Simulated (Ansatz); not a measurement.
**What TaSnO3 (Pm-3m) distorts into**

Wanted: the energy along a soft mode of TaSnO3 (Pm-3m) and the structure at the end.

Calculated with Ansatz 0.2.0; DFT PBEsol, scalar-relativistic, plane waves, PAW; PAW set soft_1.

## 1. Starting point

Symmetry: Pm-3m, No. 221, cubic system. Conventional cell: a = 4.024 Å, b = 4.024 Å, c = 4.024 Å, α = 90.00°, β = 90.00°, γ = 90.00°. Ta has 6 O at 2.01 Å nearest. Nearest to Sn lie 12 O at 2.85 Å. O has 2 Ta at 2.01 Å nearest. Farther neighbours and most contacts between anions are not listed.

## 2. Phonons on a q mesh

The cell comes from relaxations at this level that are not shown. Stability and thermal properties need the whole zone. Linear response on a 4×4×4 q mesh gives force constants as far as a supercell of that size would.

Input file input.yaml:

```yaml
crystal:
  lattice:
    - [4.0241795564, 0.0, 0.0]
    - [0.0, 4.0241795564, 0.0]
    - [0.0, 0.0, 4.0241795564]
  atoms:
    - { symbol: Ta, position: [0.5, 0.5, 0.5] }
    - { symbol: Sn, position: [0.0, 0.0, 0.0] }
    - { symbol: O, position: [0.0, 0.5, 0.5] }
    - { symbol: O, position: [0.5, 0.0, 0.5] }
    - { symbol: O, position: [0.5, 0.5, 0.0] }
kpoints:
  mp_grid: { grid: [12, 12, 12] }
hamiltonian:
  xc: pbesol
  pseudopotentials: { kind: paw, azcp: { folder: soft_1 }, xc_functional: pbe }
scf:
  occupations: { method: methfessel_paxton, width: 0.2 }
output:
  eigenvalues: true
phonons:
  method: dfpt
  qmesh: [4, 4, 4]
  temperatures: { t_max: 1000, t_step: 50 }
  qpath:
    path:
      - [[0.0, 0.0, 0.0], [0.0, 0.5, 0.0], [0.5, 0.5, 0.0], [0.0, 0.0, 0.0], [0.5, 0.5, 0.5], [0.0, 0.5, 0.0]]
      - [[0.5, 0.5, 0.5], [0.5, 0.5, 0.0]]
    npoints: 10
```

Launch:

```bash
$ ansatz run input.yaml --threads 4 --pin off --max-ram 10240MiB --backend cpu --events-out ev --progress --plain --runs-dir out
```

Numbers of over 12 decimals in the logs are rounded to 6 here.

The log of the run:

```text
Engine: ansatz 0.2.0, aarch64-unknown-linux-gnu
Pseudopotentials: kind: paw
Pseudopotential: Ta, paw, valence charge 13, recommended cutoff 420 eV (normal), soft_1/Ta.paw.azcp
Pseudopotential: Sn, paw, valence charge 14, recommended cutoff 420 eV (normal), soft_1/Sn.paw.azcp
Pseudopotential: O, paw, valence charge 6, recommended cutoff 420 eV (normal), soft_1/O.paw.azcp
Functional definition: PBEsol
  exchange = pbesol_x
  correlation = pbesol_c
Crystal: 5 atoms, lattice volume = 65.168 Å³
Basis set: ecut = 420 eV, 1309 PW (Γ), exchange–correlation on 54×54×54 points (8 copies of the dense FFT grid, shifted against one another)
Bands: 28, of which v1, the nominal top of the filled ones, is band 23 counted from 1 (22 counted from 0)
Symmetry: 48 space group operations
k-points: 84 of 1728
Non-local potential: Ta, projectors of the file, l = 0: 3, l = 1: 2, l = 2: 2, l = 3: 1
Non-local potential: Sn, projectors of the file, l = 0: 2, l = 1: 2, l = 2: 2, l = 3: 1
Non-local potential: O, projectors of the file, l = 0: 2, l = 1: 2, l = 2: 1
PAW form: soft (Blöchl's): semilocal exchange-correlation on the pseudo side does not see the compensation charge
PAW frozen core: Ta, regenerated for the run's functional, and the local potential with it (the file was generated under x = pbe(κ = 0.804, μ = 0.219515), c = pbe(β = 0.066725))
PAW frozen core: Sn, regenerated for the run's functional, and the local potential with it (the file was generated under x = pbe(κ = 0.804, μ = 0.219515), c = pbe(β = 0.066725))
PAW frozen core: O, regenerated for the run's functional, and the local potential with it (the file was generated under x = pbe(κ = 0.804, μ = 0.219515), c = pbe(β = 0.066725))
PAW one-centre angular grid: Ta, 590 points (default); XC on 64 Gauss nodes
PAW one-centre angular grid: Sn, 590 points (default); XC on 64 Gauss nodes
PAW one-centre angular grid: O, 110 points (default); XC on 64 Gauss nodes
Initial density: superposition of atomic densities (chi_scale 0.1, normalization cell, long waves kept (reshape's long-wave potential 0.00 eV rms))
Initial wavefunctions: pseudopotential atomic-orbital guess
Functional: x = pbesol(κ = 0.804, μ = 0.123457), c = pbesol(β = 0.046)
SCF iter   1: F=—  HF=-17442.426475 eV  |F-HF|=—  |Δ(HF+E_count)|=         —  Δρ=4.77e-2  dr2=1.34e0  ethr=3.10e-3  ⟨swp⟩=5.3  Hψ=9627  notcnv=0
preconditioner: auto → Kerker (q_TF=auto, 2.565 Å⁻¹)  [metal: Δε(μ)=0.046 eV  Ē_g=14.801 eV  σ=0.200 eV  W_gap=0.19  n_scr=18 (ndim 8)  ℏωp=28.0 eV  f_vac=0.000  D(μ)=1.50/eV (n_scr^D=6)]
SCF iter   2: F=—  HF=-17442.280482 eV  |F-HF|=—  |Δ(HF+E_count)|=   1.46e-1  S|Δr|=    0.00e0  Δρ=2.56e-2  dr2=3.87e-1  ethr=2.98e-3  ⟨swp⟩=2.0  Hψ=3401  notcnv=0  defer=37
SCF iter   3: F=—  HF=-17442.239907 eV  |F-HF|=—  |Δ(HF+E_count)|=   4.06e-2  S|Δr|=    0.00e0  Δρ=1.31e-2  dr2=6.41e-2  ethr=8.59e-4  ⟨swp⟩=2.1  Hψ=3448  notcnv=0  defer=37
SCF iter   4: F=—  HF=-17442.228941 eV  |F-HF|=—  |Δ(HF+E_count)|=   1.10e-2  S|Δr|=    0.00e0  Δρ=2.69e-3  dr2=3.95e-3  ethr=1.42e-4  ⟨swp⟩=2.5  Hψ=4023  notcnv=0  defer=32
SCF iter   5: F=—  HF=-17442.229644 eV  |F-HF|=—  |Δ(HF+E_count)|=   7.03e-4  S|Δr|=    0.00e0  Δρ=6.87e-4  dr2=3.78e-4  ethr=8.78e-6  ⟨swp⟩=2.6  Hψ=3680  notcnv=0  defer=32
SCF iter   6: F=—  HF=-17442.229734 eV  |F-HF|=—  |Δ(HF+E_count)|=   8.93e-5  S|Δr|=    0.00e0  Δρ=2.12e-4  dr2=3.42e-5  ethr=8.40e-7  ⟨swp⟩=2.5  Hψ=3470  notcnv=0  defer=32
SCF iter   7: F=—  HF=-17442.229739 eV  |F-HF|=—  |Δ(HF+E_count)|=   5.12e-6  S|Δr|=    0.00e0  Δρ=6.09e-5  dr2=2.03e-6  ethr=7.59e-8  ⟨swp⟩=2.0  Hψ=3739  notcnv=0  defer=32
SCF iter   8: F=—  HF=-17442.229737 eV  |F-HF|=—  |Δ(HF+E_count)|=   2.26e-6  S|Δr|=    0.00e0  Δρ=1.50e-5  dr2=9.35e-8  ethr=4.51e-9  ⟨swp⟩=2.0  Hψ=3464  notcnv=0  defer=32
SCF iter   9: F=—  HF=-17442.229737 eV  |F-HF|=—  |Δ(HF+E_count)|=   3.11e-8  S|Δr|=    0.00e0  Δρ=2.83e-6  dr2=3.37e-9  ethr=2.08e-10  ⟨swp⟩=2.0  Hψ=3878  notcnv=0  defer=32
SCF iter  10: F=—  HF=-17442.229737 eV  |F-HF|=—  |Δ(HF+E_count)|=  9.09e-10  S|Δr|=    0.00e0  Δρ=3.04e-7  dr2=3.76e-11  ethr=7.50e-12  ⟨swp⟩=2.0  Hψ=3460  notcnv=0  defer=32
SCF iter  11: F=-17442.229737 eV  HF=-17442.229737 eV  |F-HF|=3.64e-12  |Δ(HF+E_count)|=  1.09e-11  S|Δr|=    0.00e0  Δρ=3.73e-8  dr2=7.15e-13  ethr=1.00e-12  ⟨swp⟩=7.6  Hψ=10189  notcnv=0
SCF 1 converged in 11 iterations: F = -17442.229737 eV  dr2 = 7.15e-13
  greatest PAW one-centre occupation: 0.999 electrons in one spin orbital (limit 2), on the Ta atom at site 0 (counted from 0), in its partial waves of l = 0
phonons: the bands overlap, so this run is a metal and interpolates without the dipole-dipole term. If the crystal is really an insulator or semiconductor, its LO-TO splitting is missing
NSCF: frozen V_eff on 84 k-points
NSCF: frozen V_eff on 343 k-points
DFPT response loops at q = (0, 0, 0) (fractional): preconditioner auto → Kerker (q_TF=auto, 2.565 Å⁻¹) (partly filled bands, converged f_vac=0.000); β = 1.00, the filter's whole step (`scf.mixing.beta` (0.50) is not read by the response loops under this deck's `scf.mixing.preconditioner`; to damp them name `kerker` or `kerker_dos`, under which they read `scf.mixing.beta`, and type it under 1.00, their step now; both keys bind the ground state too); Broyden in place of MSR1
NSCF: frozen V_eff on 1176 k-points
DFPT response loops at q = (0, 0, 0.25) (fractional): mixed as the last ones told, above
NSCF: frozen V_eff on 686 k-points
DFPT response loops at q = (0, 0, -0.5) (fractional): mixed as the last ones told, above
NSCF: frozen V_eff on 2016 k-points
DFPT response loops at q = (0, 0.25, 0.25) (fractional): mixed as the last ones told, above
NSCF: frozen V_eff on 1176 k-points
DFPT response loops at q = (0, 0.25, -0.5) (fractional): mixed as the last ones told, above
NSCF: frozen V_eff on 686 k-points
DFPT response loops at q = (0, -0.5, -0.5) (fractional): mixed as the last ones told, above
NSCF: frozen V_eff on 3456 k-points
DFPT response loops at q = (0.25, 0.25, 0.25) (fractional): mixed as the last ones told, above
NSCF: frozen V_eff on 2016 k-points
DFPT response loops at q = (0.25, 0.25, -0.5) (fractional): mixed as the last ones told, above
NSCF: frozen V_eff on 1176 k-points
DFPT response loops at q = (0.25, -0.5, -0.5) (fractional): mixed as the last ones told, above
NSCF: frozen V_eff on 686 k-points
DFPT response loops at q = (-0.5, -0.5, -0.5) (fractional): mixed as the last ones told, above
SCF converged after 11 iterations
Stability not checked: this state was not tested for a lower state beside it, because cold or Methfessel-Paxton smearing, or corrected tetrahedra, fill the levels in a way that the test cannot read (fill_not_monotonic; see scf.lower_state_search)
Free energy (F): -17442.229737 eV
Harris-Foulkes:  -17442.229737 eV  (|F-HF|=3.64e-12)
Internal energy: -17442.220704 eV  (E = F + TS)
E sigma→0 (E₀):  -17442.227479 eV
Entropy (-TS):   -0.009033 eV (-1.807 meV/atom)
Fermi energy:    13.743095 eV
--- Per-component energies (eV) ---
  E_band       = -215.213755
  E_kinetic    = 1059.618080
  E_local      = -2457.797111  (includes V_loc(G=0)·N_el)
  E_nonlocal   = 297.576063
  E_hartree    = 1011.825394
  E_xc         = -654.992172
  E_vxc        = -584.961946  (∫ρ·V_xc dr)
  E_paw        = -12944.979212  (= ΣΔE_a)
  E_vpaw       = -553.302308  (= ΣTr[D̂ρ^β])
  E_aug_tail   = 0.002663  (compensation charges beyond the density's cutoff)
  E_ewald      = -3754.078825
  E_core_change = 0.604416  (= ΣΔE_core)
  E_smearing   = -0.009033  (= −TS)
  E_closure    = -0.000000  (closes the sum)
  Σ components = -17442.229737   (vs F -17442.229737, Δ=0.00e0)
--- Band table (eV; the first three rows and the last of 84) ---
  k-point 0: bands = [... 19 lower, 9.3743, 9.3743, 9.3743, 12.9903, 12.9903, 12.9903, 17.1719, 17.1719, ... 1 higher]
  k-point 1: bands = [... 19 lower, 9.2000, 9.3470, 9.3470, 12.9959, 13.1845, 13.1845, 16.7157, 17.1210, ... 1 higher]
  k-point 2: bands = [... 19 lower, 9.0622, 9.3225, 9.3225, 13.0112, 13.6790, 13.6790, 15.8511, 16.9895, ... 1 higher]
  k-point 83: bands = [... 19 lower, 10.0415, 10.0415, 10.0415, 16.1275, 16.1275, 16.1275, 17.2395, 17.2395, ... 1 higher]
--- Phonons (Γ-DFPT): 4 representative perturbations + reference (Σ response iterations 12) ---
  ASR residual: 7.660e-4 → 0.000e0 eV/Å²; symmetrization residual: 5.323e-6 eV/Å²
  ASR residual per site (eV/Å²): 7.66e-4 2.52e-6 4.81e-4 4.81e-4 4.81e-4
  Γ frequencies (cm⁻¹): -33.44 -33.44 -33.44 0.00 0.00 0.00 259.79 259.79 259.79 269.31 269.31 269.31 557.76 557.76 557.76
--- Phonons (arbitrary-q DFPT): 10 irreducible q on the 4×4×4 mesh ---
  q = [0.0000, 0.0000, 0.0000] (star 1, of the zone-centre solve; hermiticity 5.95e-7, symmetrization 2.62e-12): -33.44 -33.44 -33.44 -0.00 -0.00 0.00 259.79 259.79 259.79 269.31 269.31 269.31 557.76 557.76 557.76
  q = [0.0000, 0.0000, 0.2500] (star 6, 9 solved perturbations in 4536 linear systems a pass and spin channel, the states on 588 of 1728 k-point pairs; hermiticity 4.10e-7, symmetrization 1.65e-13): -40.46 -40.46 -15.26 -15.26 28.67 128.07 210.02 210.02 245.99 245.99 246.82 259.59 525.56 525.56 594.04
  q = [0.0000, 0.0000, -0.5000] (star 3, 9 solved perturbations in 2646 linear systems a pass and spin channel, the states on 343 of 1728 k-point pairs; hermiticity 3.04e-7, symmetrization 4.42e-10): -25.19 -25.19 62.31 62.31 90.03 173.70 198.45 198.45 249.67 258.22 258.22 318.83 518.33 518.33 657.65
  q = [0.0000, 0.2500, 0.2500] (star 12, 9 solved perturbations in 7686 linear systems a pass and spin channel, the states on 1008 of 1728 k-point pairs; hermiticity 3.21e-7, symmetrization 4.88e-14): -55.97 -18.93 -13.80 46.97 116.56 140.74 192.77 198.14 203.22 244.62 258.28 280.19 506.59 588.13 599.81
  q = [0.0000, 0.2500, -0.5000] (star 12, 15 solved perturbations on 588 of 1728 k-point pairs; hermiticity 2.40e-7, symmetrization 4.72e-10): -26.20 -14.83 59.71 66.17 101.13 145.85 180.30 188.34 206.97 253.89 262.58 323.37 497.20 589.15 683.07
  q = [0.0000, -0.5000, -0.5000] (star 3, 9 solved perturbations in 2646 linear systems a pass and spin channel, the states on 343 of 1728 k-point pairs; hermiticity 3.81e-7, symmetrization 4.94e-10): -8.57 24.80 24.80 41.77 88.84 194.18 194.18 199.80 199.80 290.02 290.02 325.43 486.46 644.83 723.14
  q = [0.2500, 0.2500, 0.2500] (star 8, 4 solved perturbations in 4536 linear systems a pass and spin channel, the states on 1728 of 1728 k-point pairs; hermiticity 2.12e-7, symmetrization 1.41e-12): 9.36 9.36 36.89 116.19 116.19 147.21 183.16 198.75 198.75 268.09 268.09 298.78 594.93 594.93 611.56
  q = [0.2500, 0.2500, -0.5000] (star 12, 9 solved perturbations in 7686 linear systems a pass and spin channel, the states on 1008 of 1728 k-point pairs; hermiticity 2.42e-7, symmetrization 5.07e-10): -14.65 17.02 25.67 85.45 109.84 130.45 152.13 186.62 199.08 260.63 274.45 312.48 597.65 604.16 704.40
  q = [0.2500, -0.5000, -0.5000] (star 6, 9 solved perturbations in 4536 linear systems a pass and spin channel, the states on 588 of 1728 k-point pairs; hermiticity 4.20e-7, symmetrization 5.28e-10): -13.72 -13.34 23.33 23.33 109.42 109.42 150.61 194.52 194.52 283.92 283.92 296.28 613.03 658.81 748.36
  q = [-0.5000, -0.5000, -0.5000] (star 1, 4 solved perturbations in 931 linear systems a pass and spin channel, the states on 343 of 1728 k-point pairs; hermiticity 3.69e-7, symmetrization 5.05e-10): 24.78 24.78 24.78 36.35 36.35 36.35 187.55 187.55 187.55 271.13 271.13 271.13 672.12 672.12 787.09
  sum rule: each row above includes the acoustic sum rule's correction from the zone centre's row sums; it moved no ω² by more than (2.86 cm⁻¹)²
  mesh force constants: q→R imaginary residual 1.45e-18; ASR residual 7.660e-4 → 0.000e0 eV/Å²; symmetrization residual 2.132e-14 eV/Å²
  interpolated dispersion: 62 rows × 15 modes
  density of states and harmonic sums: on the 16×16×16 q-mesh, interpolated from the force constants of a 4×4×4 supercell (no non-analytic term)
  largest difference from the sums on the solved wave vectors: F 9.77e-2 eV, S 1.29e-4 and C_V 3.11e-5 eV/K
  zero-point energy: 0.220243 eV/cell   skipped modes (ω ≤ 0): 270, of them read as no rigid motion or as one in doubt: 267 (1.561e0 modes/cell left out, lowest -55.98 cm⁻¹)   left out of the sums: 1.04e-1 of the cell's modes: C_V's classical limit lies that fraction below 3 k_B per atom; for a crystal, a wire or a layer, F and S can be off by more, and a phonons.interpolated_qmesh denser along its periods is the remedy for the sampling
```

Elapsed: 47 min, on 4 threads of Arm Neoverse V1, shared host; peak memory 6.1 GiB.

This step gave:

| Quantity | Value |
| --- | --- |
| volume per atom | 13.03 Å³ |
| gap on the k-mesh | 0 eV |
| sum-rule residual before enforcement | 7.66e-4 eV/Å² |
| lowest frequency on the path | -57.08 cm⁻¹ |
| point group | m-3m |
| highest frequency on the path or at a solved wavevector | 787.1 cm⁻¹ |
| highest optical mode at the zone centre (no LO-TO term) | 557.8 cm⁻¹ |
| lowest optical zone-centre mode | -33.44 cm⁻¹ |
| lowest mode on the q mesh (acoustic modes at Γ apart) | -55.97 cm⁻¹ |

Frequencies (cm⁻¹) solved at each irreducible wavevector; negative means imaginary. Frequencies by wavevector, by row:

| q in reciprocal lattice units | star | mode 1 | mode 2 | mode 3 | mode 4 | mode 13 | mode 14 | mode 15 |
| --- | --- | --- | --- | --- | --- | --- | --- | --- |
| 0 0 0 | 1 | -33.4 | -33.4 | -33.4 | 0 | 557.8 | 557.8 | 557.8 |
| 0 0 0.25 | 6 | -40.5 | -40.5 | -15.3 | -15.3 | 525.6 | 525.6 | 594 |
| 0 0 -0.5 | 3 | -25.2 | -25.2 | 62.3 | 62.3 | 518.3 | 518.3 | 657.6 |
| 0 0.25 0.25 | 12 | -56 | -18.9 | -13.8 | 47 | 506.6 | 588.1 | 599.8 |
| 0 0.25 -0.5 | 12 | -26.2 | -14.8 | 59.7 | 66.2 | 497.2 | 589.1 | 683.1 |
| 0 -0.5 -0.5 | 3 | -8.6 | 24.8 | 24.8 | 41.8 | 486.5 | 644.8 | 723.1 |
| 0.25 0.25 0.25 | 8 | 9.4 | 9.4 | 36.9 | 116.2 | 594.9 | 594.9 | 611.6 |
| 0.25 0.25 -0.5 | 12 | -14.7 | 17 | 25.7 | 85.5 | 597.6 | 604.2 | 704.4 |
| 0.25 -0.5 -0.5 | 6 | -13.7 | -13.3 | 23.3 | 23.3 | 613 | 658.8 | 748.4 |
| -0.5 -0.5 -0.5 | 1 | 24.8 | 24.8 | 24.8 | 36.4 | 672.1 | 672.1 | 787.1 |

Interpolated from a 4×4×4 q mesh. The phonon branches at the labelled points (cm⁻¹):

```
    point  branch 1  branch 2  branch 3  branch 4  branch 12  branch 13  branch 14  branch 15
        Γ       -33       -33       -33         0        269        558        558        558
  halfway       -40       -40       -15       -15        260        526        526        594
        X       -25       -25        62        62        319        518        518        658
  halfway       -26       -15        60        66        323        497        589        683
        M        -9        25        25        42        325        486        645        723
  halfway       -56       -19       -14        47        280        507        588        600
        Γ       -33       -33       -33         0        269        558        558        558
  halfway         9         9        37       116        299        595        595        612
        R        25        25        25        36        271        672        672        787
  halfway       -15        17        26        85        312        598        604        704
        X       -25       -25        62        62        319        518        518        658
jump to R        25        25        25        36        271        672        672        787
  halfway       -14       -13        23        23        296        613        659        748
        M        -9        25        25        42        325        486        645        723
```

Symmetry leaves 10 wavevectors to solve. The lowest mode among them, the acoustic zeros apart, lies at q = (0, 0.25, 0.25) and is imaginary, 56.0i cm⁻¹, so the energy falls along it.

## 3. The mode frozen in, largest atomic shift 0 Å

The mode followed lies at Γ with frequency 33.4i cm⁻¹ and is 3-fold degenerate, one of the unstable modes though not the softest. At small amplitude the distorted cell has space group no. 38 by a symmetry search on the positions. The undistorted cell that holds it gives the zero of energy on the same k mesh.

input.yaml, the sections that differ from step 2:

```yaml
output:
  forces: true
  stress: true
  eigenvalues: true
# crystal, kpoints, hamiltonian, scf: as in step 2
# phonons: removed
```

The log of the run:

```text
[...]
Crystal: 5 atoms, lattice volume = 65.168 Å³
Basis set: ecut = 420 eV, 1309 PW (Γ), exchange–correlation on 54×54×54 points (8 copies of the dense FFT grid, shifted against one another)
Bands: 28, of which v1, the nominal top of the filled ones, is band 23 counted from 1 (22 counted from 0)
Symmetry: 48 space group operations
[...]
k-points: 84 of 1728
[...]
k-point 0: bands = [... 19 lower, 9.3742, 9.3742, 9.3742, 12.9902, 12.9902, 12.9902, 17.1719, 17.1719, ... 1 higher]
  k-point 1: bands = [... 19 lower, 9.1999, 9.3469, 9.3469, 12.9958, 13.1845, 13.1845, 16.7157, 17.1209, ... 1 higher]
  k-point 2: bands = [... 19 lower, 9.0621, 9.3224, 9.3224, 13.0112, 13.6789, 13.6789, 15.8510, 16.9895, ... 1 higher]
  k-point 83: bands = [... 19 lower, 10.0414, 10.0414, 10.0414, 16.1274, 16.1274, 16.1274, 17.2394, 17.2394, ... 1 higher]
[key lines of the parts left out:]
SCF converged after 8 iterations
Free energy (F): -17442.229737 eV
Fermi energy:    13.743066 eV
P = ⅓ Tr σ = -0.0080 GPa (-0.080 kbar)
```

Elapsed: 2.7 s, on 4 threads; peak memory 0.46 GiB; 10 s of CPU time.

This run has no spin polarisation although its electron count is odd.

Numbers from this step:

```yaml
pressure: -0.007991 GPa
energy_from_the_undistorted_cell: 0 meV/atom
```

## 4. The mode frozen in, largest atomic shift 0.14 Å

The atoms are moved along the unstable eigenvector, the largest shift by 0.14 Å, with the cell fixed.

input.yaml, the sections that differ from step 3:

```yaml
crystal:
  lattice:
    - [4.0241795564, 0.0, 0.0]
    - [0.0, 4.0241795564, 0.0]
    - [0.0, 0.0, 4.0241795564]
  atoms:
    - { symbol: Ta, position: [0.5, 0.4890619819, 0.4890619819] }
    - { symbol: Sn, position: [0.0, 0.0246000329, 0.0246000329] }
    - { symbol: O, position: [0.0, 0.4776278178, 0.4776278178] }
    - { symbol: O, position: [0.5, -0.0140754811, 0.4776278178] }
    - { symbol: O, position: [0.5, 0.4776278178, -0.0140754811] }
# kpoints, hamiltonian, scf, output: as in step 3
```

The log of the run:

```text
[...]
Crystal: 5 atoms, lattice volume = 65.168 Å³
Basis set: ecut = 420 eV, 1309 PW (Γ), exchange–correlation on 54×54×54 points (8 copies of the dense FFT grid, shifted against one another)
Bands: 28, of which v1, the nominal top of the filled ones, is band 23 counted from 1 (22 counted from 0)
Symmetry: 4 space group operations
[...]
k-points: 301 of 1728 (time reversal used)
[...]
k-point 0: bands = [... 19 lower, 9.2989, 9.3385, 9.3599, 13.0147, 13.0222, 13.0572, 16.8409, 17.2194, ... 1 higher]
  k-point 1: bands = [... 19 lower, 9.1769, 9.2741, 9.3354, 13.0237, 13.2103, 13.2389, 16.5716, 17.0957, ... 1 higher]
  k-point 2: bands = [... 19 lower, 9.0648, 9.2529, 9.3063, 13.0407, 13.6985, 13.7127, 15.8186, 16.9875, ... 1 higher]
  k-point 300: bands = [... 19 lower, 9.9506, 9.9997, 10.0362, 16.1584, 16.1989, 16.2302, 17.2410, 17.2457, ... 1 higher]
[key lines of the parts left out:]
SCF converged after 9 iterations
Free energy (F): -17442.235344 eV
Fermi energy:    13.789255 eV
P = ⅓ Tr σ = 0.7298 GPa (7.298 kbar)
```

It took 18 s on 4 threads; peak memory 0.77 GiB; 69 s of CPU time.

Numbers from this step:

```
pressure                         : 0.7298 GPa
energy from the undistorted cell : -1.119 meV/atom
```

The energy, extrapolated to zero smearing, is -1.12 meV/atom against the undistorted cell.

The run ends at a pressure of 0.73 GPa, with forces up to 0.048 eV/Å.

(Continued in part 2 of 3.)

[Logs are printed without paths, hosts, clocks, repeated set-up lines and the standing remarks that a program may print on its own settings, such as how far it seeks lower states.]

[Hosts, paths, dates, database ids (printed as entryN), source tags and the programs' standing remarks are cut or masked in the printed files.]
